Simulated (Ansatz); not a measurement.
# Grüneisen parameters and expansion of BeGe (hypothetical, P4/mmm), part 4 of 5

Which modes of BeGe (hypothetical) drive its thermal expansion? The crystal structure is hypothetical: it was made by swapping elements on a known structure type.

Ansatz 0.2.0; DFT PBEsol, scalar-relativistic, plane waves, PAW.

So far, highest frequency (cm⁻¹): step 6 (lattice dynamics at this volume, V/V0 1) 335.

### 8. Lattice dynamics at this volume, V/V0 1.015

Phonons at this volume give one point of F(V, T); meshes stay fixed along the series.

input.yaml reads:

```yaml
crystal:
  lattice:
    - [2.7766965314, 0.0, 0.0]
    - [0.0, 2.7766965314, 0.0]
    - [0.0, 0.0, 3.5015376214]
  atoms:
    - { symbol: Be, position: [0.0, 0.0, 0.0] }
    - { symbol: Ge, position: [0.5, 0.5, 0.5] }
kpoints:
  mp_grid: { grid: [16, 16, 12] }
hamiltonian:
  xc: pbesol
scf:
  occupations: { method: methfessel_paxton, width: 0.2 }
output:
  eigenvalues: true
phonons:
  method: dfpt
  qmesh: [4, 4, 4]
  temperatures: { t_max: 1000, t_step: 50 }
  qpath:
    path:
      - [[0.0, 0.0, 0.0], [0.0, 0.5, 0.0], [0.5, 0.5, 0.0], [0.0, 0.0, 0.0], [0.0, 0.0, 0.5], [0.0, 0.5, 0.5], [0.5, 0.5, 0.5], [0.0, 0.0, 0.5]]
      - [[0.0, 0.5, 0.0], [0.0, 0.5, 0.5]]
      - [[0.5, 0.5, 0.0], [0.5, 0.5, 0.5]]
    npoints: 10
```

Command:

```
ansatz run input.yaml --threads 4 --pin off --max-ram 8192MiB --backend cpu --events-out ev --progress --plain --runs-dir out
```

Numbers of over 12 decimals in the logs are rounded to 6 here.

The log of the run:

```text
[...]
Crystal: 2 atoms, lattice volume = 26.997 Å³
Basis set: ecut = 420 eV, 535 PW (Γ), exchange–correlation on 40×40×48 points (8 copies of the dense FFT grid, shifted against one another)
Bands: 12, of which v1, the nominal top of the filled ones, is band 8 counted from 1 (7 counted from 0)
Symmetry: 16 space group operations
k-points: 315 of 3072
[...]
k-point 314: bands = [... 4 lower, -14.1112, 6.8967, 8.3109, 8.3109, 10.2002, 10.2002, 10.3690, 10.8027, ... 4 higher]
[...]
ASR residual: 5.926e-5 → 0.000e0 eV/Å²; symmetrization residual: 5.984e-7 eV/Å²
  ASR residual per site (eV/Å²): 5.93e-5 3.58e-5
  Γ frequencies (cm⁻¹): 0.00 0.00 0.00 55.66 55.66 299.91
--- Phonons (arbitrary-q DFPT): 18 irreducible q on the 4×4×4 mesh ---
[...]
interpolated dispersion: 93 rows × 6 modes
[...]
[key lines of the parts left out:]
SCF converged after 8 iterations
Free energy (F): -4342.909965 eV
Fermi energy:    10.421625 eV
```

It took 9.2 min on 4 threads of Arm Neoverse V1, shared host; peak memory 3.1 GiB.

No LO-TO term. The phonon branches at the labelled points (cm⁻¹):

| point | branch 1 | branch 2 | branch 3 | branch 4 | branch 5 | branch 6 |
| --- | --- | --- | --- | --- | --- | --- |
| Γ | 0 | 0 | 0 | 56 | 56 | 300 |
| halfway | -19 | -16 | 100 | 125 | 145 | 306 |
| X | 57 | 100 | 103 | 175 | 181 | 295 |
| halfway | -112 | -102 | 64 | 170 | 188 | 240 |
| M | -167 | -167 | 67 | 193 | 193 | 211 |
| halfway | -157 | -47 | 127 | 130 | 179 | 270 |
| Γ | 0 | 0 | 0 | 56 | 56 | 300 |
| halfway | -33 | -33 | 40 | 40 | 110 | 325 |
| Z | -97 | -97 | -73 | -73 | 129 | 272 |
| halfway | -58 | 27 | 52 | 120 | 170 | 288 |
| R | -126 | -85 | -52 | 142 | 209 | 251 |
| halfway | -110 | 131 | 131 | 158 | 197 | 305 |
| A | 23 | 23 | 87 | 146 | 146 | 317 |
| halfway | 18 | 88 | 110 | 114 | 182 | 276 |
| Z | -97 | -97 | -73 | -73 | 129 | 272 |
| jump to X | 57 | 100 | 103 | 175 | 181 | 295 |
| halfway | -96 | 38 | 147 | 161 | 202 | 292 |
| R | -126 | -85 | -52 | 142 | 209 | 251 |
| jump to M | -167 | -167 | 67 | 193 | 193 | 211 |
| halfway | -114 | -114 | 71 | 191 | 191 | 263 |
| A | 23 | 23 | 87 | 146 | 146 | 317 |

The phonon branches as a text plot (rows in cm⁻¹):

```
    315 |  **                 ***          ******               *
    294 |**  ***          ****   *  **           **     **     *
    273 |       *        *        **  *   *        *****  *   *
    252 |        *      *              ***                 *
    231 |         *    *                                     *
    210 |          ****                ****               ***
    190 |      **********             *    **    **     **  ***
    169 |    ***       * **          *          *  *    **     *
    148 |   *    *      *  *        *  ***********  *   * **    *
    127 |  *    *        **     **** **    **  *  *  ***
    106 |  *****          **   *                 **
     85 | **    *       *  **             *  ** *  *      *    **
     64 |**  **  ******      ***    *              **   *   ***
     44 | * ** *       *    *       **         *    *    *
     23 |*  *   *                    **       *      *
      2 |                    **                         *
    -19 |***            *   *  **                    *    *     *
    -40 |  *             *      *     *  *           *     *
    -61 |        *     *  **     * *******     *  *  **
    -82 |        *               ***    *    *  **    ** * *   *
   -102 |                  *      *    *   **          *
   -123 |         *   *   *             ***               **  *
   -144 |         **                                         *
   -165 |          *******                                  *
         Γ     X     M       Γ    Z     R     A       Z|X  R|M  A
```

The lowest solved frequency is -167 cm⁻¹, so the cell is unstable here and gives no valid free energy. The highest zone-centre mode (no LO–TO term) moved by -3.4 % for a volume change of +1.5 %.

### 9. Relaxing at fixed volume, V/V0 0.985

The cell differs from the one that the last finished run ended in (a 2.777 → 2.749 Å, b 2.777 → 2.749 Å, c 3.502 → 3.466 Å).

input.yaml, the sections that differ from step 8:

```yaml
crystal:
  lattice:
    - [2.7492008582, 0.0, 0.0]
    - [0.0, 2.7492008582, 0.0]
    - [0.0, 0.0, 3.4663537304]
  atoms:
    - { symbol: Be, position: [0.0, 0.0, 0.0] }
    - { symbol: Ge, position: [0.5, 0.5, 0.5] }
output:
  forces: true
  stress: true
  eigenvalues: true
relax:
  adjacent_minimum: "off"
  f_tol: 0.001
  max_steps: 60
  cell: { stress_tol: 0.01, fix: [volume] }
# kpoints, hamiltonian, scf: as in step 8
# phonons: removed
```

The log of the run:

```text
[...]
Crystal: 2 atoms, lattice volume = 26.199 Å³
Basis set: ecut = 420 eV, 535 PW (Γ), exchange–correlation on 40×40×48 points (8 copies of the dense FFT grid, shifted against one another)
Bands: 12, of which v1, the nominal top of the filled ones, is band 8 counted from 1 (7 counted from 0)
Symmetry: 16 space group operations
[...]
k-points: 315 of 3072
[...]
k-point 314: bands = [... 4 lower, -13.7101, 7.4681, 8.6538, 8.6538, 10.5555, 10.5555, 10.7508, 11.1520, ... 4 higher]
--- Relaxed structure (3 steps of the walk, 3 accepted, 1 SCFs on fresh bases) ---
[...]
cell:  # Å, volume = 26.1991 Å³
    - [2.749336, 0, 0]
    - [0, 2.749336, 0]
    - [0, 0, 3.466013]
  atoms:
    - { symbol: Be, position: [0, 0, 0] }
    - { symbol: Ge, position: [0.500000, 0.500000, 0.500000] }
[key lines of the parts left out:]
SCF converged after 4 iterations
Free energy (F): -4342.909901 eV
Fermi energy:    10.838509 eV
P = ⅓ Tr σ = 1.4095 GPa (14.095 kbar)
```

Elapsed: 6.9 s, on 4 threads; peak memory 0.56 GiB.

Little changed from the start: no atom moved by 0.005 Å and no cell edge by 0.1 %.

### 10. Lattice dynamics at this volume, V/V0 0.985

Phonons at this volume give one point of F(V, T); meshes stay fixed along the series.

input.yaml reads:

```yaml
crystal:
  lattice:
    - [2.7493359134, 0.0, 0.0]
    - [0.0, 2.7493359134, 0.0]
    - [0.0, 0.0, 3.4660131844]
  atoms:
    - { symbol: Be, position: [0.0, 0.0, 0.0] }
    - { symbol: Ge, position: [0.5, 0.5, 0.5] }
kpoints:
  mp_grid: { grid: [16, 16, 12] }
hamiltonian:
  xc: pbesol
scf:
  occupations: { method: methfessel_paxton, width: 0.2 }
output:
  eigenvalues: true
phonons:
  method: dfpt
  qmesh: [4, 4, 4]
  temperatures: { t_max: 1000, t_step: 50 }
  qpath:
    path:
      - [[0.0, 0.0, 0.0], [0.0, 0.5, 0.0], [0.5, 0.5, 0.0], [0.0, 0.0, 0.0], [0.0, 0.0, 0.5], [0.0, 0.5, 0.5], [0.5, 0.5, 0.5], [0.0, 0.0, 0.5]]
      - [[0.0, 0.5, 0.0], [0.0, 0.5, 0.5]]
      - [[0.5, 0.5, 0.0], [0.5, 0.5, 0.5]]
    npoints: 10
```

The log of the run:

```text
[...]
Crystal: 2 atoms, lattice volume = 26.199 Å³
Basis set: ecut = 420 eV, 535 PW (Γ), exchange–correlation on 40×40×48 points (8 copies of the dense FFT grid, shifted against one another)
Bands: 12, of which v1, the nominal top of the filled ones, is band 8 counted from 1 (7 counted from 0)
Symmetry: 16 space group operations
k-points: 315 of 3072
[...]
k-point 314: bands = [... 4 lower, -13.7101, 7.4681, 8.6538, 8.6538, 10.5555, 10.5555, 10.7508, 11.1520, ... 4 higher]
[...]
ASR residual: 3.932e-5 → 0.000e0 eV/Å²; symmetrization residual: 1.774e-7 eV/Å²
  ASR residual per site (eV/Å²): 3.93e-5 3.08e-5
  Γ frequencies (cm⁻¹): 0.00 0.00 0.00 89.72 89.72 321.37
--- Phonons (arbitrary-q DFPT): 18 irreducible q on the 4×4×4 mesh ---
[...]
interpolated dispersion: 93 rows × 6 modes
[...]
[key lines of the parts left out:]
SCF converged after 9 iterations
Free energy (F): -4342.909901 eV
Fermi energy:    10.838509 eV
```

Elapsed: 8.9 min, on 4 threads; peak memory 3 GiB; 35 min of CPU time.

The lowest solved frequency is -162 cm⁻¹, so the cell is unstable here and gives no valid free energy. The highest zone-centre mode (no LO–TO term) moved by +3.5 % for a volume change of -1.5 %.

### 11. A cell at another volume, V/V0 1.03

Each volume of the series is relaxed in shape and positions, since modes respond to internal strain as well.

The cell differs from the one that the last finished run ended in (a 2.749 → 2.790 Å, b 2.749 → 2.790 Å, c 3.466 → 3.518 Å).

input.yaml, the sections that differ from step 10:

```yaml
crystal:
  lattice:
    - [2.7904450125, 0.0, 0.0]
    - [0.0, 2.7904450125, 0.0]
    - [0.0, 0.0, 3.5183567798]
  atoms:
    - { symbol: Be, position: [0.0, 0.0, 0.0] }
    - { symbol: Ge, position: [0.5, 0.5, 0.5] }
output:
  forces: true
  stress: true
  eigenvalues: true
  write_density: true
  write_potential: true
  elf: true
  volumetric_format: npy
relax:
  adjacent_minimum: "off"
  f_tol: 0.001
  max_steps: 60
  cell: { stress_tol: 0.01, fix: [volume] }
# kpoints, hamiltonian, scf: as in step 10
# phonons: removed
```

The log of the run:

```text
[...]
Crystal: 2 atoms, lattice volume = 27.396 Å³
Basis set: ecut = 420 eV, 543 PW (Γ), exchange–correlation on 40×40×48 points (8 copies of the dense FFT grid, shifted against one another)
Bands: 12, of which v1, the nominal top of the filled ones, is band 8 counted from 1 (7 counted from 0)
Symmetry: 16 space group operations
[...]
k-points: 315 of 3072
[...]
k-point 314: bands = [... 4 lower, -14.3043, 6.6233, 8.1467, 8.1467, 10.0297, 10.0297, 10.1857, 10.6352, ... 4 higher]
--- Relaxed structure (3 steps of the walk, 3 accepted, 1 SCFs on fresh bases) ---
[...]
cell:  # Å, volume = 27.3960 Å³
    - [2.790183, 0, 0.0]
    - [0, 2.790183, 0.0]
    - [0.0, 0.0, 3.519018]
  atoms:
    - { symbol: Be, position: [0, 0, 0.0] }
    - { symbol: Ge, position: [0.500000, 0.500000, 0.500000] }
[key lines of the parts left out:]
SCF converged after 5 iterations
Free energy (F): -4342.905152 eV
Fermi energy:    10.222000 eV
P = ⅓ Tr σ = -2.5350 GPa (-25.350 kbar)
```

Elapsed: 7.5 s, on 4 threads; peak memory 0.57 GiB.

Little changed from the start: no atom moved by 0.005 Å and no cell edge by 0.1 %.

### 12. Phonons, V/V0 1.03

Phonons at this volume give one point of F(V, T); meshes stay fixed along the series.

input.yaml reads:

```yaml
crystal:
  lattice:
    - [2.7901829228, 0.0, 0.0]
    - [0.0, 2.7901829228, 0.0]
    - [0.0, 0.0, 3.5190177891]
  atoms:
    - { symbol: Be, position: [0.0, 0.0, 0.0] }
    - { symbol: Ge, position: [0.5, 0.5, 0.5] }
kpoints:
  mp_grid: { grid: [16, 16, 12] }
hamiltonian:
  xc: pbesol
scf:
  occupations: { method: methfessel_paxton, width: 0.2 }
output:
  eigenvalues: true
phonons:
  method: dfpt
  qmesh: [4, 4, 4]
  temperatures: { t_max: 1000, t_step: 50 }
  qpath:
    path:
      - [[0.0, 0.0, 0.0], [0.0, 0.5, 0.0], [0.5, 0.5, 0.0], [0.0, 0.0, 0.0], [0.0, 0.0, 0.5], [0.0, 0.5, 0.5], [0.5, 0.5, 0.5], [0.0, 0.0, 0.5]]
      - [[0.0, 0.5, 0.0], [0.0, 0.5, 0.5]]
      - [[0.5, 0.5, 0.0], [0.5, 0.5, 0.5]]
    npoints: 10
```

The log of the run:

```text
[...]
Crystal: 2 atoms, lattice volume = 27.396 Å³
Basis set: ecut = 420 eV, 543 PW (Γ), exchange–correlation on 40×40×48 points (8 copies of the dense FFT grid, shifted against one another)
Bands: 12, of which v1, the nominal top of the filled ones, is band 8 counted from 1 (7 counted from 0)
Symmetry: 16 space group operations
k-points: 315 of 3072
[...]
k-point 314: bands = [... 4 lower, -14.3043, 6.6233, 8.1467, 8.1467, 10.0297, 10.0297, 10.1857, 10.6352, ... 4 higher]
[...]
ASR residual: 7.587e-5 → 0.000e0 eV/Å²; symmetrization residual: 1.316e-6 eV/Å²
  ASR residual per site (eV/Å²): 7.59e-5 6.38e-5
  Γ frequencies (cm⁻¹): 0.00 0.00 0.00 26.80 26.80 289.23
--- Phonons (arbitrary-q DFPT): 18 irreducible q on the 4×4×4 mesh ---
[...]
interpolated dispersion: 93 rows × 6 modes
[...]
[key lines of the parts left out:]
SCF converged after 8 iterations
Free energy (F): -4342.905152 eV
Fermi energy:    10.222000 eV
```

Elapsed: 9.2 min, on 4 threads; peak memory 3.1 GiB; 36 min of CPU time.

No LO-TO term. The phonon branches at the labelled points (cm⁻¹):

| point | branch 1 | branch 2 | branch 3 | branch 4 | branch 5 | branch 6 |
| --- | --- | --- | --- | --- | --- | --- |
| Γ | 0 | 0 | 0 | 27 | 27 | 289 |
| halfway | -20 | -18 | 88 | 118 | 138 | 297 |
| X | 55 | 87 | 98 | 170 | 175 | 286 |
| halfway | -115 | -110 | 61 | 163 | 182 | 230 |
| M | -170 | -170 | 65 | 186 | 186 | 200 |
| halfway | -159 | -49 | 122 | 124 | 171 | 260 |
| Γ | 0 | 0 | 0 | 27 | 27 | 289 |
| halfway | -40 | -40 | 21 | 21 | 108 | 316 |
| Z | -100 | -100 | -74 | -74 | 126 | 264 |
| halfway | -59 | -27 | 42 | 117 | 161 | 278 |
| R | -126 | -90 | -52 | 139 | 199 | 242 |
| halfway | -110 | 120 | 127 | 154 | 188 | 295 |
| A | -43 | -43 | 84 | 141 | 141 | 308 |
| halfway | -12 | 76 | 107 | 110 | 171 | 265 |
| Z | -100 | -100 | -74 | -74 | 126 | 264 |
| jump to X | 55 | 87 | 98 | 170 | 175 | 286 |
| halfway | -99 | 35 | 139 | 157 | 192 | 281 |
| R | -126 | -90 | -52 | 139 | 199 | 242 |
| jump to M | -170 | -170 | 65 | 186 | 186 | 200 |
| halfway | -119 | -119 | 69 | 182 | 182 | 252 |
| A | -43 | -43 | 84 | 141 | 141 | 308 |

The phonon branches as a text plot (rows in cm⁻¹):

```
    305 |  **                 ***           *****               *
    285 |**  ***          ****   *  **     *     **     **     *
    264 |       *        *        **  *   *        *****  *
    244 |        *      *              ***                 *  *
    223 |         *    *                                     *
    203 |          ****                ****               ***
    182 |     ***********             *    **    **     **  ***
    161 |   ****       * **          *     **   *  *    **     *
    141 |   *   **      *  *        * ***** ******  *   * **    *
    120 |  *    *        **     **** *     **  *  *  ***
    100 |  *****          **   *
     79 |  *  * **      *  *              *   * ****      *    **
     59 | *  **   *****     * *     *        *     **   *   ***
     38 |** ** *       *    * **     *                   *
     17 |*  *                *                 *
     -3 |*                   **     *
    -24 |***    *       *   *  *     *              **  * *
    -44 |  *             * *    *     ****    *      *     *    *
    -65 |        *     *  *     ********       *  *  ***
    -85 |        *               * *    **   *  **    *  * *   *
   -106 |                  *      **   *   **          *  *
   -126 |         *   *   *             ***                *  *
   -147 |         **                                         *
   -168 |          *******                                  *
         Γ     X     M       Γ    Z     R     A       Z|X  R|M  A
```

The lowest solved frequency is -170 cm⁻¹, so the cell is unstable here and gives no valid free energy. The highest zone-centre mode (no LO–TO term) moved by -6.9 % for a volume change of +3.0 %.

### 13. Relaxing at fixed volume, V/V0 0.97

The volume is fixed at the new value while shape and atoms relax, so that only the volume differs between members of the series.

The cell differs from the one that the last finished run ended in (a 2.790 → 2.735 Å, b 2.790 → 2.735 Å, c 3.519 → 3.449 Å).

input.yaml, the sections that differ from step 12:

```yaml
crystal:
  lattice:
    - [2.7351740792, 0.0, 0.0]
    - [0.0, 2.7351740792, 0.0]
    - [0.0, 0.0, 3.4486679445]
  atoms:
    - { symbol: Be, position: [0.0, 0.0, 0.0] }
    - { symbol: Ge, position: [0.5, 0.5, 0.5] }
output:
  forces: true
  stress: true
  eigenvalues: true
relax:
  adjacent_minimum: "off"
  f_tol: 0.001
  max_steps: 60
  cell: { stress_tol: 0.01, fix: [volume] }
# kpoints, hamiltonian, scf: as in step 12
# phonons: removed
```

The log of the run:

```text
[...]
Crystal: 2 atoms, lattice volume = 25.800 Å³
Basis set: ecut = 420 eV, 535 PW (Γ), exchange–correlation on 40×40×48 points (8 copies of the dense FFT grid, shifted against one another)
Bands: 12, of which v1, the nominal top of the filled ones, is band 8 counted from 1 (7 counted from 0)
Symmetry: 16 space group operations
[...]
k-points: 315 of 3072
[...]
k-point 314: bands = [... 4 lower, -13.5017, 7.7670, 8.8329, 8.8329, 10.7407, 10.7407, 10.9500, 11.3344, ... 4 higher]
--- Relaxed structure (3 steps of the walk, 3 accepted, 1 SCFs on fresh bases) ---
[...]
cell:  # Å, volume = 25.8001 Å³
    - [2.735406, 0, 0]
    - [0, 2.735406, 0]
    - [0, 0, 3.448083]
  atoms:
    - { symbol: Be, position: [0, 0, 0] }
    - { symbol: Ge, position: [0.5, 0.5, 0.5] }
[key lines of the parts left out:]
SCF converged after 4 iterations
Free energy (F): -4342.904523 eV
Fermi energy:    11.056662 eV
P = ⅓ Tr σ = 2.9290 GPa (29.290 kbar)
```

The job ended after 6.8 s (4 threads; peak memory 0.56 GiB).

Little changed from the start: no atom moved by 0.005 Å and no cell edge by 0.1 %.

[end of part 4 of 5]

[Logs are printed without paths, hosts, clocks, repeated set-up lines and the standing remarks that a program may print on its own settings, such as how far it seeks lower states.]

[Hosts, paths, dates, database ids (printed as entryN), source tags and the programs' standing remarks are cut or masked in the printed files.]

[A step with changed settings may run another functional than the one named; its input shows which.]


